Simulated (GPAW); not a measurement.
**ZrSi2N4 monolayer: simulated STM images**

What would a tunnelling microscope show on ZrSi2N4 monolayer?

Method: GPAW, PAW setups; layer in a repeated cell with vacuum, relaxation of atoms and in-plane cell, in the first sound run; inputs show where later runs differ, in GPAW 26.7.0.

### Step 1. Starting point

The cell holds 7 atoms: 4 N, 2 Si and 1 Zr. Cell: a = 2.920 Å, b = 2.920 Å, c = 25.464 Å, α = 90.0°, β = 90.0°, γ = 120.0°. Vacuum lies along c.

### Step 2. Relaxation

The atoms are relaxed first, since the surface dipole, and with it the work function, follows the positions of the outer layers.

run.py reads:

```python
import json
import numpy as np
from ase import Atoms
from ase.filters import FrechetCellFilter
from ase.optimize import BFGS
from gpaw import GPAW, PW

slab = Atoms(
    ['N', 'Si', 'N', 'Zr', 'N', 'Si', 'N'],
    positions=[
        [0.00000, 0.00000, 9.00000],
        [-0.00000, 1.68586, 9.46943],
        [-0.00000, 1.68586, 11.21943],
        [0.00000, 0.00000, 12.73208],
        [-0.00000, 1.68586, 14.24472],
        [-0.00000, 1.68586, 15.99472],
        [0.00000, 0.00000, 16.46415]],
    cell=[[2.92, 0.0, 0.0], [-1.46, 2.52879, 0.0], [0.0, 0.0, 25.4642]],
    pbc=[True, True, True])

slab.calc = GPAW(mode=PW(600), xc='PBE', kpts={'size': (12, 12, 1), 'gamma': True},
                 occupations={'name': 'fermi-dirac', 'width': 0.05}, nbands='200%',
                 convergence={'density': 1e-05}, maxiter=200,
                 symmetry={'tolerance': 1e-3}, txt='slab.txt')
result = {}
# The in-plane cell is free; stress needs a cell that repeats along all three vectors
path = []
opt = BFGS(FrechetCellFilter(slab, mask=[1, 1, 0, 0, 0, 1]), maxstep=0.2)
opt.attach(lambda: path.append((slab.get_potential_energy(), slab.positions.tolist(), slab.get_forces().tolist())))
result['relaxed'] = bool(opt.run(fmax=0.02, steps=45))
result['path'] = path
result['cell'] = slab.cell.tolist()
print('in-plane lattice', slab.cell.cellpar().round(4)[[0, 1, 5]])
energy = slab.get_potential_energy()
fermi = slab.calc.get_fermi_level()
v = slab.calc.get_electrostatic_potential().mean((0, 1)) - fermi
n = slab.calc.get_pseudo_density().mean((0, 1))
L = slab.cell[2, 2]
z = np.arange(len(v)) * L / len(v)
low, high = slab.positions[:, 2].min(), slab.positions[:, 2].max()
below, above = np.interp([low - 6.8, high + 6.8], z, v)
slopes = [np.interp(x, z, np.gradient(v, z)) for x in (low - 6.8, high + 6.8)]
eps = np.array([[slab.calc.get_eigenvalues(k, s) for k in range(len(slab.calc.get_ibz_k_points()))]
                for s in range(slab.calc.get_number_of_spins())]) - fermi
top, bottom = eps[eps < 0].max(), eps[eps > 0].min()
dipole = slab.get_dipole_moment()[2]
print(f'energy {energy:.4f} eV, Fermi level {fermi:.4f} eV, dipole {dipole:.5f} e A')
print(f'potential 6.8 A off the faces, from the Fermi level: lower {below:.4f} eV, upper {above:.4f} eV')
print(f'slope of the potential there: lower {slopes[0]:.5f}, upper {slopes[1]:.5f} eV/A')
print(f'nearest levels on the mesh: {top:.4f} and {bottom:.4f} eV')
print('magnetic moment', round(slab.get_magnetic_moment(), 3))
result.update(energy=energy, fermi=fermi, dipole=dipole, below=below, above=above, slopes=slopes, edges=[top, bottom],
              z=z.tolist(), v=v.tolist(), n=n.tolist(), positions=slab.positions.tolist(),
              forces=slab.get_forces(apply_constraint=False).tolist(), moments=slab.get_magnetic_moments().tolist())
json.dump(result, open('result.json', 'w'))
```

Started as:

```
$ OMP_NUM_THREADS=1 OPENBLAS_NUM_THREADS=1 python run.py
```

The log of the run:

```text
Step          Energy          fmax
BFGS:    0      -56.309456        3.664387
BFGS:    1      -56.721256        2.297271
BFGS:    2      -57.178858        1.129514
BFGS:    3      -57.251693        1.130619
BFGS:    4      -57.686191        1.244817
BFGS:    5      -57.778519        0.684202
BFGS:    6      -57.826228        0.091011
BFGS:    7      -57.821518        0.067605
BFGS:    8      -57.819083        0.052102
BFGS:    9      -57.811154        0.018493
in-plane lattice [  3.0118   3.0118 120.    ]
energy -57.8112 eV, Fermi level -0.2089 eV, dipole -0.00088 e A
potential 6.8 A off the faces, from the Fermi level: lower 5.7259 eV, upper 5.7297 eV
slope of the potential there: lower -0.00108, upper -0.00047 eV/A
nearest levels on the mesh: -0.5714 and 0.6995 eV
magnetic moment 0.0
```

The job ended after 26 min (1 thread of Intel Xeon Platinum 8259CL at 2.50GHz (Skylake/Cascade Lake), shared host; peak memory 0.59 GiB).

Numbers from this step:

* dipole along the normal: -8.77e-4 e·Å
* levels nearest the Fermi level on the mesh: -0.5714, 0.6995 eV from the Fermi level

The electrostatic potential energy of an electron (without an applied field's), less the Fermi level, planar mean oscillates, so the rows of the table below give means over windows of 1.06 Å about each position, cut where the curve ends. Its maxima inside the range that stand out by 2 % of the span (Å: eV): 10.8: 0.700, 11.8: -7.34, 13.6: -7.34, 14.7: 0.706. Its minima: 9.4: -22.0, 11.5: -11.7, 12.7: -26.6, 14.0: -11.7, 16.1: -22.0.

Electrostatic potential energy of an electron (without an applied field's), less the Fermi level, planar mean against z; means over each step:

| z (Å) | electrostatic potential energy of an electron (without an applied field's), less the Fermi level, planar mean (eV) |
| --- | --- |
| 0.53 | 5.73 |
| 1.59 | 5.73 |
| 2.65 | 5.73 |
| 3.71 | 5.72 |
| 4.77 | 5.72 |
| 5.83 | 5.72 |
| 6.89 | 5.69 |
| 7.95 | 4.74 |
| 9.01 | -11.6 |
| 10.07 | -11.1 |
| 11.13 | -4.57 |
| 12.19 | -14.8 |
| 13.25 | -15.2 |
| 14.31 | -4.77 |
| 15.37 | -10.6 |
| 16.43 | -12.1 |
| 17.49 | 4.67 |
| 18.55 | 5.69 |
| 19.61 | 5.73 |
| 20.67 | 5.73 |
| 21.73 | 5.73 |
| 22.79 | 5.73 |
| 23.85 | 5.73 |
| 24.91 | 5.73 |

The pseudo valence density, planar mean by z:

z (Å), pseudo valence density, planar mean (e/Å³) and a bar:
```
      6.0       0.00 
      6.5       0.00 
      7.0       0.00 
      7.5       0.01 
      8.0       0.04 #
      8.5       0.22 ######
      9.0       0.71 ###################
      9.5       0.72 ####################
     10.0       0.32 #########
     10.5       0.24 #######
     11.0       0.44 ############
     11.5       0.72 ####################
     12.0       0.62 #################
     12.5       1.10 ##############################
     13.0       1.04 ############################
     13.5       0.62 #################
     14.0       0.71 ###################
     14.5       0.41 ###########
     15.0       0.24 #######
     15.5       0.34 #########
     16.0       0.74 ####################
     16.5       0.68 ##################
     17.0       0.20 #####
     17.5       0.04 #
     18.0       0.01 
     18.5       0.00 
     19.0       0.00 
     19.5       0.00
```

The relaxation lowered the energy of the cell by 1.51 eV (energies extrapolated to zero smearing; the optimiser's log prints free energies). The largest force left on a free atom is 0.018 eV/Å.

### Step 3. The slab's potential

With the geometry fixed, the planar mean of the potential gives the vacuum level on each side.

This step: GPAW, PAW setups; slab in vacuum (GPAW 26.7.0).

The cell differs from the one that the last finished run ended in (c 25.464 → 25.039 Å).

run.py reads:

```python
import json
import numpy as np
from ase import Atoms
from ase.dft.stm import STM
from gpaw import GPAW, PW

slab = Atoms(
    ['N', 'Si', 'N', 'Zr', 'N', 'Si', 'N'],
    positions=[
        [0.00000, -0.00000, 9.00000],
        [0.00000, 1.73887, 9.49548],
        [-0.00000, 1.73887, 11.24747],
        [-0.00000, -0.00000, 12.51936],
        [0.00000, 1.73887, 13.79125],
        [-0.00000, 1.73887, 15.54324],
        [-0.00000, -0.00000, 16.03872]],
    cell=[[3.01181, 0.0, 0.0], [-1.50591, 2.6083, 0.0], [0.0, 0.0, 25.0387]],
    pbc=[True, True, False])

slab.calc = GPAW(mode=PW(500), xc='PBE', kpts={'size': (12, 12, 1), 'gamma': True},
                 occupations={'name': 'fermi-dirac', 'width': 0.05}, nbands='200%',
                 convergence={'density': 1e-05}, maxiter=200,
                 poissonsolver={'dipolelayer': 'xy'},
                 symmetry={'tolerance': 1e-3}, txt='slab.txt')
result = {}
energy = slab.get_potential_energy()
fermi = slab.calc.get_fermi_level()
v = slab.calc.get_electrostatic_potential().mean((0, 1)) - fermi
n = slab.calc.get_pseudo_density().mean((0, 1))
L = slab.cell[2, 2]
z = np.arange(len(v)) * L / len(v)
low, high = slab.positions[:, 2].min(), slab.positions[:, 2].max()
below, above = np.interp([low - 6.8, high + 6.8], z, v)
slopes = [np.interp(x, z, np.gradient(v, z)) for x in (low - 6.8, high + 6.8)]
eps = np.array([[slab.calc.get_eigenvalues(k, s) for k in range(len(slab.calc.get_ibz_k_points()))]
                for s in range(slab.calc.get_number_of_spins())]) - fermi
top, bottom = eps[eps < 0].max(), eps[eps > 0].min()
dipole = slab.get_dipole_moment()[2]
print(f'energy {energy:.4f} eV, Fermi level {fermi:.4f} eV, dipole {dipole:.5f} e A')
print(f'potential 6.8 A off the faces, from the Fermi level: lower {below:.4f} eV, upper {above:.4f} eV')
print(f'slope of the potential there: lower {slopes[0]:.5f}, upper {slopes[1]:.5f} eV/A')
print(f'nearest levels on the mesh: {top:.4f} and {bottom:.4f} eV')
print('magnetic moment', round(slab.get_magnetic_moment(), 3))
result.update(energy=energy, fermi=fermi, dipole=dipole, below=below, above=above, slopes=slopes, edges=[top, bottom],
              z=z.tolist(), v=v.tolist(), n=n.tolist(), positions=slab.positions.tolist(),
              forces=slab.get_forces(apply_constraint=False).tolist(), moments=slab.get_magnetic_moments().tolist())

# Images need the states of the whole zone, up to time reversal
slab.calc = slab.calc.fixed_density(symmetry={'point_group': False}, txt='states.txt', nbands='260%',
                                    convergence={'bands': 'CBM+0.8'})
stm = STM(slab)
result['stm'] = []
for bias in [-0.5, 0.5]:
    height = high + 3.5
    current = stm.get_averaged_current(bias, height)
    x, y, h = stm.scan(bias, current)
    i, f = divmod(height / L * stm.ldos.shape[2], 1)
    I = abs((1 - f) * stm.ldos[:, :, int(i)] + f * stm.ldos[:, :, int(i) + 1])
    print(f'bias {bias} V: mean current at 3.5 A {current:.4e}, corrugation {np.ptp(h):.4f} A')
    result['stm'].append(dict(bias=bias, current=current, h=(h - high).tolist(), I=I.tolist()))
json.dump(result, open('result.json', 'w'))
```

The log of the run:

```text
energy -56.0665 eV, Fermi level -0.0859 eV, dipole 0.00033 e A
potential 6.8 A off the faces, from the Fermi level: lower 5.7091 eV, upper 5.7008 eV
slope of the potential there: lower -0.00099, upper 0.00099 eV/A
nearest levels on the mesh: -0.5579 and 0.6874 eV
magnetic moment 0.0
bias -0.5 V: mean current at 3.5 A 0.0000e+00, corrugation 0.0000 A
bias 0.5 V: mean current at 3.5 A 0.0000e+00, corrugation 0.0000 A
```

Elapsed: 5.4 min, on 1 thread; peak memory 0.75 GiB.

Numbers from this step:

```
dipole along the normal                    : 3.35e-4 e·Å
levels nearest the Fermi level on the mesh : -0.5579, 0.6874 eV from the Fermi level
upper work function                        : 5.701 eV
lower work function                        : 5.709 eV
upper ionisation energy                    : 6.259 eV
```

The electrostatic potential energy of an electron (without an applied field's), less the Fermi level, planar mean oscillates, so the rows of the table below give means over windows of 1.11 Å about each position, cut where the curve ends. Its maxima inside the range that stand out by 2 % of the span (Å: eV): 10.6: 0.675, 11.7: -7.42, 13.4: -7.42, 14.5: 0.671. Its minima: 9.1: -22.0, 11.3: -11.6, 12.5: -26.6, 13.7: -11.6, 16.0: -22.0.

The electrostatic potential energy of an electron (without an applied field's), less the Fermi level, planar mean by z; means over each step:

z (Å), electrostatic potential energy of an electron (without an applied field's), less the Fermi level, planar mean (eV) and a bar from the least value:
```
     0.56        5.7 ##############################
     1.67        5.7 ##############################
     2.77        5.7 ##############################
     3.88        5.7 ##############################
     4.99        5.7 ##############################
     6.10        5.7 ##############################
     7.21        5.5 ##############################
     8.32       -1.0 ######################
     9.43      -17.7 ##
    10.54       -2.3 ####################
    11.65      -11.0 ##########
    12.76      -19.2 
    13.87       -6.4 ###############
    14.98       -7.4 ##############
    16.09      -14.4 ######
    17.20        4.3 ############################
    18.31        5.7 ##############################
    19.42        5.7 ##############################
    20.53        5.7 ##############################
    21.64        5.7 ##############################
    22.75        5.7 ##############################
    23.86        5.7 ##############################
```

The pseudo valence density, planar mean oscillates, so the rows of the table below give means over windows of 1 Å about each position, cut where the curve ends. Its maxima inside the range that stand out by 2 % of the span (Å: e/Å³): 9.1: 0.816, 11.3: 0.722, 12.6: 1.30, 13.7: 0.722, 16.0: 0.816. Its minima: 10.2: 0.236, 11.9: 0.616, 13.2: 0.616, 14.8: 0.236.

Pseudo valence density, planar mean against z; means over each step:

z (Å), pseudo valence density, planar mean (e/Å³) and a bar:
```
        5       0.00 
        6       0.00 
        7       0.01 
        8       0.13 #####
        9       0.68 ########################
       10       0.31 ###########
       11       0.56 ###################
       12       0.84 #############################
       13       0.87 ##############################
       14       0.57 ####################
       15       0.30 ##########
       16       0.68 ########################
       17       0.15 #####
       18       0.01 
       19       0.00 
       20       0.00
```

Force by atom:

```csv
atom,x (eV/Å),y (eV/Å),z (eV/Å),size
N1,0.000,0.000,-0.103,0.103
Si2,0.000,0.000,0.033,0.033
N3,0.000,0.000,0.091,0.091
Zr4,0.000,0.000,0.000,0.000
N5,0.000,0.000,-0.091,0.091
Si6,0.000,0.000,-0.033,0.033
N7,0.000,0.000,0.103,0.103
```

The layer is gapped, so the Fermi level lies somewhere inside the gap, set by smearing and numerics, and these work functions are no property of the material; the band edges below the vacuum level are. The potential is flat to 9.9e-4 eV/Å where it is read, so the vacuum is wide enough. At -0.5 and 0.5 V the search found no usable constant-current contour near the set height, since the window lies inside the gap and carries no current, so the printed corrugation is no image; it is left out.

### Step 4. Outcome

```json
{"work function, upper and lower face (Fermi level placed in the gap by the smearing)": "5.701 and 5.709 eV", "ionisation energy from the upper face (highest filled level on the mesh)": "6.26 eV", "electron affinity from the upper face (lowest empty Kohn-Sham level on the mesh)": "5.01 eV", "dipole along the normal": "3.3e-4 e Å"}
```

With plane waves and PBE the ionisation energy from the upper face is 6.26 eV and the Kohn-Sham electron affinity 5.01 eV. The levels nearest the Fermi level on the mesh lie 1.25 eV apart, so the slab is gapped there: the smearing puts the Fermi level inside the gap, and from either face the ionisation energy is the work function plus 0.56 eV. Both are Kohn-Sham levels on the mesh, and semilocal gaps are too small, so the affinity tends to come out too large and the ionisation energy too small. The starting lattice was a guess from atomic radii; the relaxation moved it by 3 %. The small printed dipole stands for a step of -7.7 meV from the lower to the upper face, and the probes find -8.2 meV; values this small are near the numerical noise of both. The layer's cell and atoms come from the relaxation; spin-orbit coupling and temperature are left out.

[Logs are printed without paths, hosts, clocks, repeated set-up lines and the standing remarks that a program may print on its own settings, such as how far it seeks lower states.]

[Hosts, paths, dates, database ids (printed as entryN), source tags and the programs' standing remarks are cut or masked in the printed files.]
